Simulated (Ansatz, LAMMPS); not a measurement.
**Structural relaxation of glassy 65SiO2-8Al2O3-2FeO-14MgO-6CaO-2Na2O-2TiO2 (mol %) (144 atoms)**

Aim: bring glassy 65SiO2-8Al2O3-2FeO-14MgO-6CaO-2Na2O-2TiO2 (mol %) (144 atoms) to a nearby minimum of the energy and see what moves.

Main program and level: Ansatz 0.2.0; Kohn-Sham DFT, revPBE, PAW (set soft_2), plane waves.

## (1) Set-up

The cell holds 144 atoms: 32 Si, 8 Al, 1 Fe, 7 Mg, 3 Ca, 2 Na, 1 Ti and 90 O. Its edges and angles: a = 12.246 Å, b = 12.246 Å, c = 12.246 Å, α = 90.0°, β = 90.0°, γ = 90.0°. 144 atoms (32 Si, 8 Al, 1 Fe, 7 Mg, 3 Ca, 2 Na, 1 Ti, 90 O) placed at random at 2.49 g/cm³, melted at 3000 K for 20 ps at fixed volume with the Buckingham and Coulomb pair potential of Guillot and Sator (Geochim. Cosmochim. Acta 71, 1249 (2007)) with the boron terms of Wang et al. (J. Non-Cryst. Solids 498, 294 (2018)). Quenched from 3000 K to 300 K at 50 K/ps and fixed volume, held 10 ps at zero pressure, then minimised at fixed cell.

Before any run, some limits are plain. The quench rate of 50 K/ps far exceeds what a furnace or splat quench reaches, so expect more defects and frozen-in strain than in a real sample. The network of bonds at the start is that of the classical potential that made the cell. Without a Hubbard term or exact exchange, open shells on Fe are likely too delocalised. Sampling is at Γ alone, for a cell whose shortest periodic width is 12 Å.

## (2) Single point at the start

A single point comes first, to see the forces before anything moves.

File input.yaml:

```yaml
crystal:
  lattice:
    - [12.24569, 0.0, 0.0]
    - [0.0, 12.24569, 0.0]
    - [0.0, 0.0, 12.24569]
  atoms:
    - { symbol: Si, position: [0.49921, 0.44323, 0.2576] }
    - { symbol: Si, position: [0.56074, 0.03881, 0.23163] }
    - { symbol: Si, position: [0.90342, 0.56865, 0.09205] }
    - { symbol: Si, position: [0.01127, 0.33963, 0.03092] }
    [... 134 atom lines left out ...]
    - { symbol: O, position: [0.79453, 0.79704, 0.23963] }
    - { symbol: O, position: [0.25227, 0.89968, 0.38869] }
    - { symbol: O, position: [0.27771, 0.23617, 0.88356] }
    - { symbol: O, position: [0.93809, 0.30852, 0.50946] }
    - { symbol: O, position: [0.94805, 0.67469, 0.82404] }
    - { symbol: O, position: [0.78062, 0.36888, 0.64949] }
magnetization:
  spin_polarized: true
kpoints:
  mp_grid: { grid: [1, 1, 1] }
hamiltonian:
  xc: revpbe
scf:
  occupations: { method: fermi_dirac, width: 0.025 }
  lower_state_search: "off"
output:
  forces: true
```

The run is started by

```console
$ ansatz run input.yaml --threads 4 --pin off --max-ram 8192MiB --backend cpu --events-out ev --progress --plain --runs-dir out
```

The job ended after 2.6 min (4 threads of Arm Neoverse V1, shared host; peak memory 5.1 GiB; 10 min of CPU time).

Read from the output:

```yaml
free_energy: -104978.7207 eV
free_energy_per_atom: -729.0189 eV/atom
scf_cycles: 24
r_m_s_force_component: 0.8141 eV/Å
longest_force: 3.256 eV/Å
fermi_energy: 5.988 eV
total_moment: -4 μB
absolute_moment: 4.068 μB
```

The r.m.s. force component of 0.81 eV/Å sets the starting point.

Neighbours are counted within 2.08 Å (O-Si), 2.27 Å (O-Al), 2.73 Å (O-Mg), 3.18 Å (O-Ca), 3.09 Å (O-Na), 2.62 Å (O-Fe), 2.64 Å (O-Ti).

Length of the force by element and coordination:

```tsv
element	coordination	atoms	mean length of the force (eV/Å)	spread	least	most
Al	all	8	1.69	0.543	0.860	2.46
Al	4	7	1.75	0.549	0.860	2.46
Al	5	1	1.22	0	1.22	1.22
Ca	all	3	1.66	0.858	0.444	2.27
Ca	6	1	0.444	0	0.444	0.444
Ca	7	2	2.26	0.0054	2.26	2.27
Fe	all	1	0.953	0	0.953	0.953
Mg	all	7	1.15	0.292	0.780	1.69
Mg	4	4	1.15	0.195	0.982	1.48
Mg	5	2	0.901	0.122	0.780	1.02
Mg	6	1	1.69	0	1.69	1.69
Na	all	2	0.562	0.283	0.278	0.845
Na	7	1	0.278	0	0.278	0.278
Na	8	1	0.845	0	0.845	0.845
O	all	90	0.915	0.416	0.189	2.15
O	2	39	0.775	0.346	0.189	1.69
O	3	43	0.999	0.412	0.295	2.02
O	4	8	1.15	0.510	0.571	2.15
Si	all	32	1.95	0.835	0.453	3.26
Ti	all	1	1.91	0	1.91	1.91
```

## (3) Relaxation

With the cell held, the atoms are moved downhill towards a nearby minimum.

Edit input.yaml of step 2 so:

```diff
@@ -18 +18,4 @@
   forces: true
+relax:
+  f_tol: 0.05
+  max_steps: 49
```

The job ended after 15 min (4 threads; peak memory 5.1 GiB; 59 min of CPU time).

Step by step:

```tsv
step	energy less that of the first step (eV)	largest force component (eV/Å)
1	0.0000	3.0688
2	-3.3823	2.0125
3	-5.5167	0.5834
4	-5.8486	0.4116
5	-6.0498	0.2325
6	-6.1520	0.1959
7	-6.2857	0.2824
8	-6.3575	0.1641
9	-6.4056	0.1309
10	-6.4331	0.3382
11	-6.4511	0.2277
12	-6.4641	0.0914
13	-6.4695	0.0711
14	-6.4752	0.0508
15	-6.4768	0.0217
```

The atoms that moved most (Å):

```tsv
atom	dx	dy	dz	length
O137	-0.320	0.278	-0.362	0.557
O97	0.445	0.217	0.168	0.523
O83	0.226	0.112	-0.405	0.477
O139	-0.052	0.395	0.154	0.427
Na52	0.385	-0.159	-0.089	0.426
O138	0.226	0.100	-0.317	0.402
O74	0.179	-0.223	0.274	0.396
O81	0.226	-0.269	-0.142	0.379
```

The relaxation changed the energy by -45.0 meV/atom, and atoms moved by 0.22 Å r.m.s., 0.56 Å at most.

## (4) Distances and neighbours after relaxation

Bonds before and after, by the cutoffs listed below:

```tsv
pair	bonds before	bonds after	mean before (Å)	mean after (Å)	spread before (Å)	spread after (Å)
O-Si	128	128	1.633	1.639	0.018	0.035
O-Al	33	34	1.775	1.809	0.061	0.087
O-Mg	32	34	2.061	2.103	0.125	0.206
O-Ca	20	18	2.530	2.460	0.178	0.229
O-Na	10	9	2.639	2.454	0.114	0.110
O-Fe	5	5	2.206	2.141	0.051	0.100
O-Ti	6	5	2.054	1.906	0.223	0.028
```

Density 2.71 g/cm³, 12.75 Å³ an atom.

Pair distribution functions g(r), in bins of 0.2 Å:

```tsv
r (Å)	total	O-O	O-Si	O-Al	O-Mg	O-Ca	O-Na
1.50	0.40	0.00	1.43	0.00	0.00	0.00	0.00
1.70	3.39	0.00	10.68	6.01	0.00	0.00	0.00
1.90	0.70	0.00	0.00	4.09	5.21	0.00	0.00
2.10	0.26	0.00	0.00	0.49	2.12	1.20	0.00
2.30	0.20	0.00	0.00	0.00	1.11	3.07	2.26
2.50	0.54	0.96	0.00	0.00	0.55	2.60	3.24
2.70	1.85	4.60	0.00	0.00	0.16	0.73	0.59
2.90	0.78	1.13	0.09	0.25	0.27	0.66	0.95
3.10	1.00	0.89	0.40	0.20	0.12	0.81	1.31
3.30	0.89	0.86	0.83	0.73	0.53	0.00	0.76
3.50	0.95	0.73	0.97	1.80	1.05	0.44	0.33
3.70	1.04	0.82	1.54	1.57	1.27	0.59	1.19
3.90	0.93	0.53	1.59	0.61	1.20	1.62	0.53
4.10	1.23	0.80	1.88	1.81	1.51	1.28	1.44
4.30	1.15	0.69	1.73	1.38	1.56	1.01	0.66
4.50	0.99	0.83	0.89	1.56	1.26	1.06	0.81
4.70	1.01	1.16	0.68	0.73	1.27	1.48	2.01
4.90	1.03	1.41	0.63	0.84	0.73	1.02	1.52
5.10	1.06	1.48	0.65	0.51	0.63	0.73	0.78
5.30	0.97	1.15	0.72	0.83	0.70	1.35	1.02
5.50	0.91	1.02	0.87	0.71	0.84	0.54	0.94
5.70	0.96	0.90	0.99	1.09	0.89	0.59	0.50
5.90	1.05	1.00	1.11	1.17	1.07	0.79	0.93
```

Bonds by pair of elements; cutoffs follow the first minimum of g(r), held within bounds set by covalent radii, and pairs that aren't listed don't count as bonded:

```tsv
pair A-B	cutoff (Å)	bonds	mean length (Å)	spread (Å)	shortest (Å)	B about A	A about B
O-Si	2.12	128	1.64	0.035	1.56	1.42	4
O-Al	2.38	34	1.81	0.087	1.70	0.378	4.25
O-Mg	2.75	34	2.10	0.206	1.88	0.378	4.86
O-Ca	3.02	18	2.46	0.229	2.11	0.2	6
O-Na	2.77	9	2.45	0.11	2.23	0.1	4.5
O-Fe	2.63	5	2.14	0.1	2.02	0.056	5
O-Ti	2.64	5	1.91	0.028	1.86	0.056	5
```

How many atoms have how many bonded neighbours:

```tsv
element	mean	2	3	4	5	6
Al	4.25	0	0	6	2	0
Ca	6	0	0	0	0	3
Fe	5	0	0	0	1	0
Mg	4.86	0	0	2	4	1
Na	4.5	0	0	1	1	0
O	2.59	43	41	6	0	0
Si	4	0	0	32	0	0
Ti	5	0	0	0	1	0
```

Bond angles (no mean is given where the spread exceeds 20°):

```tsv
angle	count	mean (°)	spread (°)
O-Si-O	192	109	5
O-Mg-O	67	-	-
O-Al-O	56	108	18.3
O-Ca-O	45	-	-
Si-O-Si	44	139	14.5
```

Oxygen atoms by the number of network formers (Si, P, Ge, B, Al, As, Ga) bound to them:

```tsv
network formers bound to O	O atoms	per cent
0	0	0
1	21	23.3
2	66	73.3
3	3	3.3
```

Network units: each former by its oxygen neighbours and how many of them bridge to another former:

```tsv
former	O neighbours	bridging O	atoms
Si	4	1	1
Si	4	2	1
Si	4	3	14
Si	4	4	16
Al	4	4	6
Al	5	4	2
```

Bond length by coordination (bonds to H left out):

```tsv
element	coordination	atoms	mean bond length (Å)
Al	4	6	1.77
Al	5	2	1.90
Mg	4	2	1.99
Mg	5	4	2.12
Mg	6	1	2.22
Na	4	1	2.49
Na	5	1	2.42
O	2	43	1.66
O	3	41	1.92
O	4	6	2.09
```

Rings of the network by King's shortest-path rule, up to 12 atoms, one path for each pair of neighbours; H, halogens, alkali and alkaline-earth atoms are left out, and the last column divides by all other atoms, bonded or not:

```tsv
ring size (atoms)	rings	per network atom
4	3	0.023
6	9	0.068
8	13	0.098
10	24	0.182
12	13	0.098
```

For some of the pairs, g(r) has its first main peak near 2.7 Å (O-O), 1.6 Å (O-Si), 1.8 Å (O-Al), 2.0 Å (O-Mg), 2.3 Å (O-Ca) and 2.5 Å (O-Na). With the cutoffs above, 75 % of Al atoms have 4, all Ca atoms have 6, all Fe atoms have 5 and 57 % of Mg atoms have 5 bonded neighbours. The O-Si-O angle averages 109° with a spread of 5°. Counting bonds to Si and Al alone, not to Fe and Ti, 73 % of the oxygens join two of these atoms and 23 % one; 3 % join three. The commonest Si unit has 4 oxygens, 4 of them shared with other formers (16 of 32 atoms). Rings of 10 atoms are the most common (39 % of those counted); sizes run from 4 to 12, where the search stops.

## (5) Single point at the relaxed geometry

One more single point at the end of the walk gives the fuller output and checks the residual forces.

File input.yaml:

```yaml
crystal:
  lattice:
    - [12.24569, 0.0, 0.0]
    - [0.0, 12.24569, 0.0]
    - [0.0, 0.0, 12.24569]
  atoms:
    - { symbol: Si, position: [0.51432, 0.44945, 0.2548] }
    - { symbol: Si, position: [0.53527, 0.04209, 0.2278] }
    - { symbol: Si, position: [0.90202, 0.57404, 0.08917] }
    - { symbol: Si, position: [0.01031, 0.35361, 0.03444] }
    [... 134 atom lines left out ...]
    - { symbol: O, position: [0.7903, 0.82928, 0.2522] }
    - { symbol: O, position: [0.24043, 0.91036, 0.39343] }
    - { symbol: O, position: [0.28091, 0.23663, 0.88128] }
    - { symbol: O, position: [0.94068, 0.31035, 0.51036] }
    - { symbol: O, position: [0.95275, 0.65368, 0.81997] }
    - { symbol: O, position: [0.78309, 0.37019, 0.65523] }
magnetization:
  spin_polarized: true
kpoints:
  mp_grid: { grid: [1, 1, 1] }
hamiltonian:
  xc: revpbe
scf:
  occupations: { method: fermi_dirac, width: 0.025 }
  lower_state_search: "off"
output:
  forces: true
  stress: true
  populations: intrinsic
  dos:
    method: { smearing: { sigma: 0.15 } }
    de: 0.1
    projected: { site_lists: { Al: [Al], Ca: [Ca], Fe: [Fe], Mg: [Mg], Na: [Na] } }
  eigenvalues: true
  write_density: true
  write_potential: true
  volumetric_format: npy
  elf: true
```

Wall time 2.9 min (4 threads); peak memory 5 GiB; 12 min of CPU time.

The run gave:

```yaml
free_energy: -104985.1975 eV
free_energy_per_atom: -729.0639 eV/atom
scf_cycles: 21
pressure: 4.135 GPa
r_m_s_force_component: 0.00593 eV/Å
longest_force: 0.02926 eV/Å
fermi_energy: 6.24 eV
spacing_of_highest_filled_and_lowest_empty_level: 0.7165 eV
total_moment: -4 μB
absolute_moment: 4.069 μB
```

Intrinsic-atomic-orbital charges by element and coordination:

```tsv
element	coordination	atoms	mean charge (e)	spread	least	most
Al	all	8	1.32	0.0592	1.22	1.39
Al	4	6	1.34	0.0385	1.27	1.39
Al	5	2	1.23	0.0109	1.22	1.24
Ca	all	3	1.78	0.01	1.77	1.79
Fe	all	1	1.26	0	1.26	1.26
Mg	all	7	1.66	0.0147	1.63	1.67
Mg	4	2	1.64	0.0126	1.63	1.65
Mg	5	4	1.66	0.0094	1.65	1.67
Mg	6	1	1.67	0	1.67	1.67
Na	all	2	0.817	0.036	0.781	0.853
Na	4	1	0.853	0	0.853	0.853
Na	5	1	0.781	0	0.781	0.781
O	all	90	-0.961	0.104	-1.29	-0.801
O	2	43	-0.918	0.0773	-1.16	-0.801
O	3	41	-0.985	0.101	-1.25	-0.841
O	4	6	-1.10	0.110	-1.29	-0.946
Si	all	32	1.71	0.0416	1.61	1.78
Ti	all	1	1.43	0	1.43	1.43
```

Magnetic moments by element and coordination:

```tsv
element	coordination	atoms	mean moment (μB)	spread	least	most
Al	all	8	-2.0e-4	3.0e-4	-8.0e-4	0
Al	4	6	-2.0e-4	3.0e-4	-8.0e-4	0
Al	5	2	-2.0e-4	2.0e-4	-3.0e-4	0
Ca	all	3	0	0	0	0
Fe	all	1	-3.29	0	-3.29	-3.29
Mg	all	7	0	0	-1.0e-4	0
Mg	4	2	0	1.0e-4	-1.0e-4	0
Mg	5	4	0	0	0	0
Mg	6	1	0	0	0	0
Na	all	2	0	0	0	0
Na	4	1	0	0	0	0
Na	5	1	0	0	0	0
O	all	90	-0.0026	0.0098	-0.0589	0
O	2	43	-3.0e-4	8.0e-4	-0.0047	0
O	3	41	-0.0036	0.0122	-0.0589	0
O	4	6	-0.0119	0.017	-0.0429	-1.0e-4
Si	all	32	-1.0e-4	3.0e-4	-0.0017	0
Ti	all	1	0	0	0	0
```

Density of states as counts of states in windows of 1 eV (from the Fermi level), total and the larger projections:

```tsv
from (eV)	to (eV)	total up	total down
-18	-17	3.1	3.1
-17	-12	0.0	0.0
-12	-11	5.6	5.6
-11	-10	9.7	9.7
-10	-9	10.8	10.9
-9	-8	19.8	19.9
-8	-7	23.9	24.2
-7	-6	31.0	31.1
-6	-5	44.5	44.8
-5	-4	53.4	53.3
-4	-3	48.1	48.7
-3	-2	20.4	23.0
-2	-1	2.9	3.9
-1	0	1.0	0.0
0	1	3.2	0.6
1	2	4.4	3.2
2	3	1.4	1.2
3	4	6.8	7.0
4	5	16.7	16.9
```

Between -26 and -18 eV lie 204 more states.

The stored curve holds about 756 of the 838 electrons; the rest, give or take the few that broadening carries across the Fermi level, lie in deeper levels below its range.

Not all projections were asked for or kept, so they needn't add up to the total.

The levels nearest the highest filled one (over half full), pooled over k-points and spins:

```tsv
level less the highest filled one (eV)	occupation
-1.53	1
-1.53	1
-1.42	1
-1.29	1
-1.29	1
0	1
0.717	0
1.07	0
1.36	0
1.36	0
1.37	0
1.59	0
```

Mean intrinsic-atomic-orbital charges: Al +1.32, Ca +1.78, Fe +1.26, Mg +1.66, Na +0.82, O -0.96 e. The cell holds a total moment of -4.00 μB.

## (6) Outcome

| Quantity | Value |
| --- | --- |
| energy change in the relaxation | -44.98 meV/atom |
| r.m.s. displacement | 0.218 Å |
| largest displacement | 0.557 Å |
| free energy per atom | -729.0639 eV/atom |
| pressure | 4.135 GPa |
| r.m.s. force component | 0.00593 eV/Å |
| gap (highest filled to lowest empty level) | 0.7165 eV |
| wall time of the 3 DFT runs | 20 min |

**Reading.** Relaxation lowers the energy by 45.0 meV/atom and moves atoms by 0.22 Å r.m.s.; the r.m.s. force component goes from 0.81 to 0.0059 eV/Å. By the final cutoffs 5 of 234 bonded pairs parted and 4 joined. From the first step to the last the energy fell by 6.477 eV, and the largest move was 0.56 Å (O137). The O-Na bonds go from 2.639 Å (spread 0.114) to 2.454 Å (spread 0.110), and their number from 10 to 9. With the cutoffs above, 75 % of Al atoms have 4, all Ca atoms have 6, all Fe atoms have 5 and 57 % of Mg atoms have 5 bonded neighbours. Counting bonds to Si and Al alone, not to Fe and Ti, 73 % of the oxygens join two of these atoms and 23 % one; 3 % join three. Between filled and empty levels lie 0.717 eV (at Γ alone); a semilocal functional tends to put such gaps too low. In a disordered cell it changes from sample to sample, and tail or defect levels can set it. The cell holds a total moment of -4.00 μB.

What to keep in mind: In the spin-polarised runs the search for a state of lower energy was switched off. The network of bonds at the start is that of the classical potential that made the cell; in DFT 5 of its 234 bonded pairs passed out of the cutoffs and 4 came within them. The run was spin polarised, started with a moment on one atom, ending at -4.0 μB in the cell; that starting order needn't be the real material's, and it bears on forces, charges and levels. With open d shells in the cell, the gap can be one between d levels of these ions, not the gap of the host. The pressure of 4.1 GPa says that the cell would expand at this level of theory.

[Logs are printed without paths, hosts, clocks, repeated set-up lines and the standing remarks that a program may print on its own settings, such as how far it seeks lower states.]

[Hosts, paths, dates, database ids (printed as entryN), source tags and the programs' standing remarks are cut or masked in the printed files.]
